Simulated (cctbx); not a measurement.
## Ni9S6O4 across an absorption edge

Space group P-1 (no. 2), a = 5.9280 Å, b = 6.9240 Å, c = 7.7550 Å, α = 102.26°, β = 98.05°, γ = 106.14°.

| atom | mult. | x | y | z | Ueq (Å²) |
| --- | --- | --- | --- | --- | --- |
| Ni1 | 2 | 0.8003 | 0.1013 | 0.6054 | 0.0133 |
| Ni2 | 2 | 0.3933 | 0.3027 | 0.8101 | 0.0120 |
| Ni3 | 2 | 0.7944 | 0.5891 | 0.6039 | 0.0122 |
| Ni4 | 2 | 0.3988 | 0.7999 | 0.8024 | 0.0187 |
| Ni5 | 1 | 0 | 0 | 0 | 0.0142 |
| S1 | 2 | 0.1047 | 0.9531 | 0.7108 | 0.0142 |
| S2 | 2 | 0.6814 | 0.6636 | 0.8948 | 0.0265 |
| S3 | 2 | 0.5021 | 0.7509 | 0.4985 | 0.0159 |
| O1 | 2 | 0.1113 | 0.4548 | 0.6789 | 0.0207 |
| O2 | 2 | 0.6663 | 0.1157 | 0.8766 | 0.0245 |

The model is made up (kin elements in a known structure type, no relaxation), so it says nothing on whether the phase exists.

Calculated with cctbx: free-atom f′ and f″ from the Sasaki tables, no fine structure; amplitudes in electrons.

| E (eV) | F 0 1 0 | F 1 -1 0 | F 0 0 1 | F 0 -1 1 |
| --- | --- | --- | --- | --- |
| 7733 | 31.4 | 46.6 | 28.9 | 31.1 |
| 8083 | 30.7 | 45.8 | 28.2 | 30.3 |
| 8213 | 30.1 | 45.1 | 27.7 | 29.5 |
| 8273 | 29.5 | 44.4 | 27.1 | 28.9 |
| 8303 | 28.8 | 43.7 | 26.5 | 28.2 |
| 8318 | 28.2 | 43.0 | 26.0 | 27.4 |
| 8325 | 27.6 | 42.3 | 25.4 | 26.8 |
| 8329 | 27.0 | 41.6 | 24.9 | 26.1 |
| 8337 | 27.1 | 41.7 | 25.0 | 26.2 |
| 8341 | 27.8 | 42.5 | 25.6 | 27.0 |
| 8348 | 28.4 | 43.2 | 26.2 | 27.7 |
| 8363 | 29.1 | 44.0 | 26.8 | 28.5 |
| 8393 | 29.8 | 44.7 | 27.4 | 29.2 |
| 8483 | 30.7 | 45.7 | 28.2 | 30.2 |
| 8733 | 31.6 | 46.8 | 29.0 | 31.3 |

**Question.** Which edge is crossed, and why do the reflections move as they do?

The K edge of Ni. The edge is at 8333 eV. f′ of Ni falls from -3.9 e at 8213 eV to -7.5 e at 4 eV below it, and f″ steps from 0.48 to 3.91 e across it. Over that approach |F| changes by -10 % (0 1 0), -8 % (1 -1 0), -10 % (0 0 1) and -12 % (0 -1 1): a reflection falls where Ni scatters in phase with the total and rises where it scatters against it; it hardly moves where the Ni term is small or cancels by symmetry. Above the edge the larger f″ enters the imaginary part, where it can add to or cancel the other atoms' f″. The structure is centrosymmetric, so Friedel mates stay equal.
